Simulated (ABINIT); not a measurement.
# SnH2 (Fm-3m): zone-centre phonons, part 2 of 2

Aim: the zone-centre modes of SnH2 (Fm-3m).

ABINIT 10.8.3; DFT PBE, scalar-relativistic, plane waves, PseudoDojo norm-conserving pseudopotentials.

So far. Step 4 (Relaxing the cell and atoms): The volume changes by -0.7 % in this run and stands -4.2 % from the first cell. Step 5 (Self-consistent run for the response): The cell stands at -1.0 GPa: the relaxation ran with a smoothed and higher cutoff, and the difference is a stress of the finite basis. The relaxed cell has a = 5.351 Å (conventional setting).

The structure was built from a prototype and need not be the compound's stable phase.

**6. Zone-centre response**

At q = 0 one unit cell holds all displacements. The response is solved for single atoms along the cell's directions, and symmetry skips those that follow from others. The crystal is treated as a metal, which screens a static field, so no field response is asked.

dfpt_gamma.abi reads:

```

# common to the responses
getwfk_filepath "gso_WFK"
kptopt 2
nqpt 1
qpt 0.0 0.0 0.0
asr 0
chneut 0

# displacements
rfphon 1
rfatpol 1 3
rfdir 1 1 1
tolvrs 1.0d-10
prtwf 0

# basis, mesh and filling
ecut 32.0
ngkpt 8 8 8
nshiftk 1
shiftk 0.0 0.0 0.0
istwfk *1
occopt 6
tsmear 0.01
nband 14
nstep 100
diemac 1000000.0
prtebands 0
prtgsr 0
useylm 1

# cell and atoms
acell 3*1.0 Angstrom
rprim 
    -2.675494373 0.0 2.675494373
    0.0 2.675494373 2.675494373
    -2.675494373 2.675494373 0.0
ntypat 2
znucl 50 1
natom 3
typat 1 2 2
xred 
    0.0 0.0 0.0
    0.75 0.75 0.75
    0.25 0.25 0.25
pp_dirpath "./pseudo"
pseudos "Sn.upf, H.upf"
```

Started as:

```console
> OMP_NUM_THREADS=1 mpirun -n 4 abinit dfpt_gamma.abi > dfpt_gamma.log
```

Numbers of over 12 decimals in the logs are rounded to 6 here.

dfpt_gamma.abo, the main output file:

```text
[banners, grids, parts of the stress and lines that vanish by symmetry left out]
- input  file    -> dfpt_gamma.abi
- output file    -> dfpt_gamma.abo
- root for input  files -> dfpt_gammai
- root for output files -> dfpt_gammao

 Symmetries : space group Fm -3 m (#225); Bravais cF (face-center cubic)
================================================================================
 Values of the parameters that define the memory need of the present run (RF).
     intxc =       0      iscf =       7    lmnmax =      18     lnmax =       6
     mgfft =      40  mpssoang =       3    mqgrid =    3001     natom =       3
  nloc_mem =       1    nspden =       1   nspinor =       1    nsppol =       1
      nsym =      48    n1xccc =    2501    ntypat =       2    occopt =       6
   xclevel =       2
-    mband =          14        mffmem =           1         mkmem =          65
-   mkqmem =          65        mk1mem =          65           mpw =        2252
      nfft =       64000          nkpt =         260
- my_mband =          14
================================================================================
================================================================================

--------------------------------------------------------------------------------
------------- Echo of variables that govern the present computation ------------
--------------------------------------------------------------------------------
-
- outvars: echo of selected default values
-   iomode0 =  0 , fftalg0 =312 , wfoptalg0 =  0
-
- outvars: echo of global parameters not present in the input file
-  max_nthreads =    1
-
 -outvars: echo values of preprocessed input variables
 [... echo left out ...]
================================================================================

 chkinp: Checking input parameters for consistency.

[...]
== DATASET  1 ==================================================================
-   mpi_nproc: 4, omp_nthreads: 1 (-1 if OMP is not activated)

--- !DatasetInfo
iteration_state: {dtset: 1, }
dimensions: {natom: 3, nkpt: 260, mband: 14, nsppol: 1, nspinor: 1, nspden: 1, mpw: 2252, }
cutoff_energies: {ecut:  32.0, pawecutdg:  -1.0, }
electrons: {nelect:   1.60000000E+01, charge:   0.00000000E+00, occopt:   6.00000000E+00, tsmear:   1.00000000E-02, }
meta: {optdriver: 1, rfphon: 1, }
...

 mkfilename: getwfk from: gso_WFK

 Real(R)+Recip(G) space primitive vectors, cartesian coordinates (Bohr,Bohr^-1):
 R(1)= -5.0559516  0.0000000  5.0559516  G(1)= -0.0988934 -0.0988934  0.0988934
 R(2)=  0.0000000  5.0559516  5.0559516  G(2)=  0.0988934  0.0988934  0.0988934
 R(3)= -5.0559516  5.0559516  0.0000000  G(3)= -0.0988934  0.0988934 -0.0988934
 Unit cell volume ucvol=  2.5848701E+02 bohr^3
 Angles (23,13,12)=  6.00000000E+01  6.00000000E+01  6.00000000E+01 degrees
 setup1 : take into account q-point for computing boxcut.

 getcut: wavevector=  0.0000  0.0000  0.0000  ngfft=  40  40  40
         ecut(hartree)=     32.000   => boxcut(ratio)=   2.19686

--- Pseudopotential description ------------------------------------------------
- pspini: atom type   1  psp file is ./pseudo/Sn.upf

- pspini: atom type   2  psp file is ./pseudo/H.upf

   5.33995238E+02                                ecore*ucvol(ha*bohr**3)
--------------------------------------------------------------------------------

 ==>  initialize data related to q vector <==

 The list of irreducible perturbations for this q vector is:
    1)    idir= 1    ipert=   1
    2)    idir= 1    ipert=   2

[...]
The perturbation idir=   2  ipert=   1 is
 symmetric of a previously calculated perturbation.
 So, its SCF calculation is not needed.

 The perturbation idir=   3  ipert=   1 is
 symmetric of a previously calculated perturbation.
 So, its SCF calculation is not needed.

 The perturbation idir=   2  ipert=   2 is
 symmetric of a previously calculated perturbation.
 So, its SCF calculation is not needed.

 The perturbation idir=   3  ipert=   2 is
 symmetric of a previously calculated perturbation.
 So, its SCF calculation is not needed.

 The perturbation idir=   1  ipert=   3 is
 symmetric of a previously calculated perturbation.
 So, its SCF calculation is not needed.

 The perturbation idir=   2  ipert=   3 is
 symmetric of a previously calculated perturbation.
 So, its SCF calculation is not needed.

 The perturbation idir=   3  ipert=   3 is
 symmetric of a previously calculated perturbation.
 So, its SCF calculation is not needed.

--------------------------------------------------------------------------------
 Perturbation wavevector (in red.coord.)   0.000000  0.000000  0.000000
 Perturbation : displacement of atom   1   along direction   1
 Found     4 symmetries that leave the perturbation invariant.

[...]
dfpt_looppert : total number of electrons, from k and k+q
  fully or partially occupied states are    1.600000E+01 and    1.600000E+01.
 Initialisation of the first-order wave-functions :
  ireadwf=   0

--- !BeginCycle
iteration_state: {dtset: 1, }
solver: {iscf: 7, nstep: 100, nline: 4, wfoptalg: 0, }
tolerances: {tolvrs: 1.00E-10, }
...

     iter   2DEtotal(Ha)        deltaE(Ha) residm    vres2
-ETOT  1   3.406966     -1.701E+04 2.131E+01 4.915E+02
 ETOT  2 -0.300953     -3.708E+00 9.229E-01 2.496E+02
 ETOT  3 -0.389903     -8.895E-02 3.496E-03 6.603E+00
 ETOT  4 -0.390555     -6.514E-04 2.463E-05 9.280E-01
 ETOT  5 -0.390868     -3.134E-04 1.667E-06 1.678E-02
[...]
At SCF step   10       vres2   =  2.66E-11 < tolvrs=  1.00E-10 =>converged.
[...]
Mean square residual over all n,k,spin=   16.881E-13; max=  18.849E-10

 Thirteen components of 2nd-order total energy (hartree) are
 1,2,3: 0th-order hamiltonian combined with 1st-order wavefunctions
     kin0=   2.19764407E+04 eigvalue=   1.95311802E+03  local=  -1.06696945E+04
 4,5,6: 1st-order hamiltonian combined with 1st and 0th-order wfs
 loc psp =  -4.29495215E+03  Hartree=   1.39636167E+03     xc=  -2.89194904E+02
 note that "loc psp" includes a xc core correction that could be resolved
 7,8,9: eventually, occupation + non-local contributions
    edocc=   2.85565265E+01     enl0=   2.61604434E+03   enl1=  -2.97283116E+04
 1-9 gives the relaxation energy (to be shifted if some occ is /=2.0)
   erelax=  -1.70116319E+04
 10,11,12 Non-relaxation  contributions : frozen-wavefunctions and Ewald
 fr.local=   2.03841377E+03 fr.nonlo=   1.48558760E+04  Ewald=   2.31976361E+01
 13,14 Frozen wf xc core corrections (1) and (2)
 frxc 1  =  -6.17798540E+02  frxc 2 =   7.11552142E+02
 Resulting in :
 2DEtotal=   -0.3908723150E+00 Ha. Also 2DEtotal=   -0.106361775371E+02 eV
    (2DErelax=   -1.7011631860E+04 Ha. 2DEnonrelax=    1.7011240988E+04 Ha)
    (  non-var. 2DEtotal :   -3.9087216357E-01 Ha)

[...]
Perturbation wavevector (in red.coord.)   0.000000  0.000000  0.000000
 Perturbation : displacement of atom   2   along direction   1
 Found     2 symmetries that leave the perturbation invariant.

--------------------------------------------------------------------------------

--------------------------------------------------------------------------------

 dfpt_looppert : total number of electrons, from k and k+q
  fully or partially occupied states are    1.600000E+01 and    1.600000E+01.
 Initialisation of the first-order wave-functions :
  ireadwf=   0

--- !BeginCycle
iteration_state: {dtset: 1, }
solver: {iscf: 7, nstep: 100, nline: 4, wfoptalg: 0, }
tolerances: {tolvrs: 1.00E-10, }
...

     iter   2DEtotal(Ha)        deltaE(Ha) residm    vres2
-ETOT  1  0.555596     -4.933E+01 2.965E-01 6.489E+02
[...]
ETOT  9  0.439639     -2.601E-12 1.680E-05 2.277E-10
 ETOT 10  0.439639     -8.669E-13 5.503E-06 4.302E-12

 At SCF step   10       vres2   =  4.30E-12 < tolvrs=  1.00E-10 =>converged.
[...]
Mean square residual over all n,k,spin=   30.869E-10; max=  55.030E-07

 Thirteen components of 2nd-order total energy (hartree) are
 1,2,3: 0th-order hamiltonian combined with 1st-order wavefunctions
     kin0=   5.13711315E+01 eigvalue=  -2.47394773E-01  local=  -1.03874937E+01
 4,5,6: 1st-order hamiltonian combined with 1st and 0th-order wfs
 loc psp =  -7.06785604E+01  Hartree=   1.10445530E+01     xc=  -7.77725446E+00
 note that "loc psp" includes a xc core correction that could be resolved
 7,8,9: eventually, occupation + non-local contributions
    edocc=   5.86548975E+00     enl0=  -4.19978537E-01   enl1=  -2.82195452E+01
 1-9 gives the relaxation energy (to be shifted if some occ is /=2.0)
   erelax=  -4.94490528E+01
 10,11,12 Non-relaxation  contributions : frozen-wavefunctions and Ewald
 fr.local=   2.36340257E+01 fr.nonlo=   1.38273607E+01  Ewald=   1.24273051E+01
 13,14 Frozen wf xc core corrections (1) and (2)
 frxc 1  =   0.00000000E+00  frxc 2 =   0.00000000E+00
 Resulting in :
 2DEtotal=    0.4396387187E+00 Ha. Also 2DEtotal=    0.119631789845E+02 eV
    (2DErelax=   -4.9449052784E+01 Ha. 2DEnonrelax=    4.9888691503E+01 Ha)
    (  non-var. 2DEtotal :    4.3963872000E-01 Ha)

[...]
---- first-order wavefunction calculations are completed ----

 ==> Compute Derivative Database <==

 [... matrices left out ...]
  Phonon wavevector (reduced coordinates) :  0.00000  0.00000  0.00000
 Phonon energies in Hartree :
  -1.450213E-03 -1.450213E-03 -1.450213E-03 -1.397346E-05 -1.397346E-05
  -1.397346E-05  3.380558E-03  3.380558E-03  3.380558E-03
 Phonon frequencies in cm-1    :
- -3.182849E+02 -3.182849E+02 -3.182849E+02 -3.066820E+00 -3.066820E+00
- -3.066820E+00  7.419467E+02  7.419467E+02  7.419467E+02

== END DATASET(S) ==============================================================
================================================================================

 -outvars: echo values of variables after computation
            acell      1.8897261259E+00  1.8897261259E+00  1.8897261259E+00 Bohr
           etotal      4.3963871875E-01
            fcart      0.0000000000E+00  0.0000000000E+00  0.0000000000E+00
           strten      0.0000000000E+00  0.0000000000E+00  0.0000000000E+00
================================================================================
```

The job ended after 61 s (4 MPI ranks of Arm Neoverse V2, shared host).

This step gave:

```
largest acoustic frequency at the zone centre before the sum rule : -3.07 cm⁻¹
highest optical zone-centre mode (no LO-TO term)                  : 742.0 cm⁻¹
lowest optical zone-centre mode                                   : -318.3 cm⁻¹
```

The acoustic modes at Γ come out as far as 3.1 cm⁻¹ from zero, where they should vanish, a small numerical error. The lowest optical mode is imaginary, 318i cm⁻¹, an instability at this level and on this k mesh.

**7. Modes with the sum rule**

anaddb reads the merged derivatives and imposes the acoustic sum rule.

anaddb.abi reads:

```
ddb_filepath "gamma_DDB"
output_file "anaddb.abo"
outdata_prefix "anaddb"
asr 1
chneut 1
enunit 2
eivec 1
nph1l 1
qph1l 0.0 0.0 0.0 1.0
```

mrgddb.in reads:

```
gamma_DDB
merged
2
dfpt_gammao_DDB
gso_DDB
```

Started as:

```console
> mrgddb < mrgddb.in > mrgddb.log
> OMP_NUM_THREADS=1 anaddb anaddb.abi > anaddb.log
```

anaddb.abo, the main output file:

```text
-outvars_anaddb: echo values of input variables ----------------------

 Miscellaneous information :
      enunit         2
       eivec         1
         asr         1
 First list of wavevector (reduced coord.) :
       nph1l         1
       qph1l
                     0.00000000E+00  0.00000000E+00  0.00000000E+00    1.000E+00

================================================================================

 read the DDB information and perform some checks

  ==== Info on the Cryst% object ====
 Real(R)+Recip(G) space primitive vectors, cartesian coordinates (Bohr,Bohr^-1):
 R(1)= -5.0559516  0.0000000  5.0559516  G(1)= -0.0988934 -0.0988934  0.0988934
 R(2)=  0.0000000  5.0559516  5.0559516  G(2)=  0.0988934  0.0988934  0.0988934
 R(3)= -5.0559516  5.0559516  0.0000000  G(3)= -0.0988934  0.0988934 -0.0988934
 Unit cell volume ucvol=  2.5848701E+02 bohr^3
 Angles (23,13,12)=  6.00000000E+01  6.00000000E+01  6.00000000E+01 degrees
 Time-reversal symmetry is present
 Reduced atomic positions [iatom, xred, symbol]:
    1)    0.0000000  0.0000000  0.0000000  Sn
    2)    0.7500000  0.7500000  0.7500000   H
    3)    0.2500000  0.2500000  0.2500000   H

 DDB file with 3 blocks has been read.

================================================================================

 Treat the first list of vectors

  Phonon wavevector (reduced coordinates) :  0.00000  0.00000  0.00000
 Phonon energies in Hartree :
  -1.450356E-03 -1.450356E-03 -1.450356E-03  0.000000E+00  0.000000E+00
   0.000000E+00  3.380495E-03  3.380495E-03  3.380495E-03
 Phonon energies in meV     :
- -3.946619E+01 -3.946619E+01 -3.946619E+01  0.000000E+00  0.000000E+00
-  0.000000E+00  9.198795E+01  9.198795E+01  9.198795E+01
 Phonon frequencies in cm-1    :
- -3.183163E+02 -3.183163E+02 -3.183163E+02  0.000000E+00  0.000000E+00
-  0.000000E+00  7.419329E+02  7.419329E+02  7.419329E+02
 Phonon frequencies in Thz     :
- -9.542882E+00 -9.542882E+00 -9.542882E+00  0.000000E+00  0.000000E+00
-  0.000000E+00  2.224259E+01  2.224259E+01  2.224259E+01
 Phonon energies in Kelvin  :
- -4.579861E+02 -4.579861E+02 -4.579861E+02  0.000000E+00  0.000000E+00
-  0.000000E+00  1.067476E+03  1.067476E+03  1.067476E+03

 Eigendisplacements
 (will be given, for each mode : in cartesian coordinates
   for each atom the real part of the displacement vector,
   then the imaginary part of the displacement vector - absolute values smaller than 1.0d-7 are set to zero)
  Mode number    1   Energy   -1.450356E-03
 Attention : low frequency mode.
   (Could be unstable or acoustic mode)
-  1  0.00000000E+00  0.00000000E+00  2.77785107E-04
-     0.00000000E+00  0.00000000E+00  0.00000000E+00
-  2 -9.97419203E-07  5.49870565E-06 -1.63580315E-02
-     0.00000000E+00  0.00000000E+00  0.00000000E+00
-  3 -9.97419203E-07  5.49870565E-06 -1.63580315E-02
-     0.00000000E+00  0.00000000E+00  0.00000000E+00
  Mode number    2   Energy   -1.450356E-03
 Attention : low frequency mode.
   (Could be unstable or acoustic mode)
-  1  0.00000000E+00 -2.77785106E-04  0.00000000E+00
-     0.00000000E+00  0.00000000E+00  0.00000000E+00
-  2 -1.82932924E-06  1.63580314E-02  5.49881717E-06
-     0.00000000E+00  0.00000000E+00  0.00000000E+00
-  3 -1.82932924E-06  1.63580314E-02  5.49881717E-06
-     0.00000000E+00  0.00000000E+00  0.00000000E+00
  Mode number    3   Energy   -1.450356E-03
 Attention : low frequency mode.
   (Could be unstable or acoustic mode)
-  1  2.77785121E-04  0.00000000E+00  0.00000000E+00
-     0.00000000E+00  0.00000000E+00  0.00000000E+00
-  2 -1.63580323E-02 -1.82966442E-06  9.96804216E-07
-     0.00000000E+00  0.00000000E+00  0.00000000E+00
-  3 -1.63580323E-02 -1.82966442E-06  9.96804216E-07
-     0.00000000E+00  0.00000000E+00  0.00000000E+00
  Mode number    4   Energy    0.000000E+00
 Attention : low frequency mode.
   (Could be unstable or acoustic mode)
-  1  0.00000000E+00  0.00000000E+00  2.13166890E-03
-     0.00000000E+00  0.00000000E+00  0.00000000E+00
-  2  0.00000000E+00  0.00000000E+00  2.13167159E-03
-     0.00000000E+00  0.00000000E+00  0.00000000E+00
-  3  0.00000000E+00  0.00000000E+00  2.13167159E-03
-     0.00000000E+00  0.00000000E+00  0.00000000E+00
  Mode number    5   Energy    0.000000E+00
 Attention : low frequency mode.
   (Could be unstable or acoustic mode)
-  1  0.00000000E+00 -2.13166890E-03  0.00000000E+00
-     0.00000000E+00  0.00000000E+00  0.00000000E+00
-  2  0.00000000E+00 -2.13167159E-03  0.00000000E+00
-     0.00000000E+00  0.00000000E+00  0.00000000E+00
-  3  0.00000000E+00 -2.13167159E-03  0.00000000E+00
-     0.00000000E+00  0.00000000E+00  0.00000000E+00
  Mode number    6   Energy    0.000000E+00
 Attention : low frequency mode.
   (Could be unstable or acoustic mode)
-  1  2.13166890E-03  0.00000000E+00  0.00000000E+00
-     0.00000000E+00  0.00000000E+00  0.00000000E+00
-  2  2.13167159E-03  0.00000000E+00  0.00000000E+00
-     0.00000000E+00  0.00000000E+00  0.00000000E+00
-  3  2.13167159E-03  0.00000000E+00  0.00000000E+00
-     0.00000000E+00  0.00000000E+00  0.00000000E+00
  Mode number    7   Energy    3.380495E-03
-  1  0.00000000E+00  0.00000000E+00  0.00000000E+00
-     0.00000000E+00  0.00000000E+00  0.00000000E+00
-  2  3.39588270E-06 -1.10857523E-05 -1.64963364E-02
-     0.00000000E+00  0.00000000E+00  0.00000000E+00
-  3 -3.39588270E-06  1.10857523E-05  1.64963364E-02
-     0.00000000E+00  0.00000000E+00  0.00000000E+00
  Mode number    8   Energy    3.380495E-03
-  1  0.00000000E+00  0.00000000E+00  0.00000000E+00
-     0.00000000E+00  0.00000000E+00  0.00000000E+00
-  2  1.80775652E-06 -1.64963366E-02  1.10861246E-05
-     0.00000000E+00  0.00000000E+00  0.00000000E+00
-  3 -1.80775652E-06  1.64963366E-02 -1.10861246E-05
-     0.00000000E+00  0.00000000E+00  0.00000000E+00
  Mode number    9   Energy    3.380495E-03
-  1  0.00000000E+00  0.00000000E+00  0.00000000E+00
-     0.00000000E+00  0.00000000E+00  0.00000000E+00
-  2  1.64963400E-02  1.81003822E-06  3.39466708E-06
-     0.00000000E+00  0.00000000E+00  0.00000000E+00
-  3 -1.64963400E-02 -1.81003822E-06 -3.39466708E-06
-     0.00000000E+00  0.00000000E+00  0.00000000E+00

 Analysis of degeneracies and characters (maximum tolerance=1.00E-06 a.u.)
 For each vibration mode, or group of modes if degenerate,
 the characters are given for each symmetry operation (see the list in the log file).
 Symmetry characters of vibration mode #   1
       degenerate with vibration modes #   2 to    3
  3.0 -3.0 -1.0  1.0 -1.0  1.0 -1.0  1.0  1.0 -1.0 -1.0  1.0  1.0 -1.0 -1.0  1.0
 -0.0  0.0  0.0 -0.0  0.0 -0.0  0.0 -0.0  1.0 -1.0 -1.0  1.0 -1.0  1.0  1.0 -1.0
 -0.0  0.0  0.0 -0.0  0.0 -0.0  0.0 -0.0  1.0 -1.0  1.0 -1.0 -1.0  1.0 -1.0  1.0
 Symmetry characters of vibration mode #   4
       degenerate with vibration modes #   5 to    6
  3.0 -3.0 -1.0  1.0 -1.0  1.0 -1.0  1.0  1.0 -1.0 -1.0  1.0  1.0 -1.0 -1.0  1.0
 -0.0  0.0  0.0 -0.0 -0.0  0.0  0.0 -0.0  1.0 -1.0 -1.0  1.0 -1.0  1.0  1.0 -1.0
  0.0 -0.0 -0.0  0.0 -0.0  0.0  0.0 -0.0  1.0 -1.0  1.0 -1.0 -1.0  1.0 -1.0  1.0
 Symmetry characters of vibration mode #   7
       degenerate with vibration modes #   8 to    9
  3.0  3.0 -1.0 -1.0 -1.0 -1.0 -1.0 -1.0  1.0  1.0 -1.0 -1.0  1.0  1.0 -1.0 -1.0
 -0.0 -0.0  0.0  0.0 -0.0 -0.0  0.0  0.0  1.0  1.0 -1.0 -1.0 -1.0 -1.0  1.0  1.0
 -0.0 -0.0 -0.0 -0.0  0.0  0.0  0.0  0.0  1.0  1.0  1.0  1.0 -1.0 -1.0 -1.0 -1.0
-
```

Elapsed: 0.51 s, on 1 thread.

This step gave:

* highest optical zone-centre mode (no LO-TO term): 741.9 cm⁻¹

No LO-TO term; unit eigenvectors of the mass-weighted matrix, from anaddb's displacements. Modes at Γ, with each element's share of the kinetic energy (negative means imaginary):

```
mode  frequency (cm⁻¹)  symmetry  Sn %  H %
   1            -318.3       T1u     2   98
   2            -318.3       T1u     2   98
   3            -318.3       T1u     2   98
   4               0.0  acoustic    98    2
   5               0.0  acoustic    98    2
   6               0.0  acoustic    98    2
   7             741.9       T2g     0  100
   8             741.9       T2g     0  100
   9             741.9       T2g     0  100
```

Displacements in mode 1 (-318.3 cm⁻¹), the largest set to 1:
```
Sn1  0.00  0.00  0.02
H2   0.00  0.00 -1.00
H3   0.00  0.00 -1.00
```

Displacements in mode 7 (741.9 cm⁻¹), the largest set to 1:
```
Sn1  0.00  0.00  0.00
H2   0.00  0.00 -1.00
H3   0.00  0.00  1.00
```

The rule moves no optical mode by more than 0.1 cm⁻¹.

**8. Summary of results**

```yaml
space_group_after_relaxation: Fm-3m
volume_per_atom: 12.8 Å³
highest_optical_zone_centre_mode_no_lo_to_term: 741.9 cm⁻¹
lowest_optical_zone_centre_mode: -318.3 cm⁻¹
imaginary_optical_modes_at_the_zone_centre_no_q_mesh_in_this_session: yes
```

At the PBE level the optical modes of SnH2 (Fm-3m) at the zone centre run from 318i to 742 cm⁻¹, so the structure is a saddle point, with 3 modes beyond 10i cm⁻¹ there. The base run prints -1.0 GPa, mostly the error of a finite basis; the relaxation, with a smoothed and higher cutoff, had brought the cell to rest. These are harmonic frequencies at zero temperature: anharmonic shifts and linewidths and thermal expansion are left out. In a metal the frequencies hang on the k mesh and the smearing, most of all near Kohn anomalies. A run on a mesh of wavevectors was begun and cut off at its time limit; it is not shown, and nothing is said of wavevectors that it left out. The structure is a hypothetical one, built on a prototype.

[Host names and launcher messages were left out of these logs when they were recorded.]

[Logs are printed without paths, hosts, clocks, repeated set-up lines and the standing remarks that a program may print on its own settings, such as how far it seeks lower states.]

[Hosts, paths, dates, database ids (printed as entryN), source tags and the programs' standing remarks are cut or masked in the printed files.]
